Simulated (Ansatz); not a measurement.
# Direct or indirect: ZnS (F-43m)

Space group F-43m (No. 216). a = 5.404 Å, b = 5.404 Å, c = 5.404 Å, α = 90.00°, β = 90.00°, γ = 90.00°
```tsv
atom	site	symmetry	x	y	z
Zn	4c	-43m	0.2500	0.2500	0.2500
S	4a	-43m	0.0000	0.0000	0.0000
```

Method: Ansatz, PBE, independent particles, without spin-orbit coupling, line width 0.15 eV (Gaussian). The band structure gives a fundamental gap of 2.11 eV. The spectrum of vertical transitions near the edge:

```
E (eV)  Im ε, E ∥ xyz
  1.62           0.00
  1.74           0.00
  1.86           0.00
  1.98           0.04
  2.10           0.18
  2.22           0.43
  2.34           0.65
  2.46           0.80
  2.58           0.91
  2.70           1.00
  2.82           1.09
  2.94           1.18
  3.06           1.27
  3.18           1.37
  3.30           1.48
  3.42           1.61
```

**Question.** Is the gap direct or indirect, and about where do vertical transitions set in?

**Answer.** Direct: the band path has its least direct gap at the fundamental one, 2.11 eV, and the curves rise from there. Lines are broadened by 0.15 eV, which spreads the edge.

[Logs are printed without paths, hosts, clocks, repeated set-up lines and the standing remarks that a program may print on its own settings, such as how far it seeks lower states.]
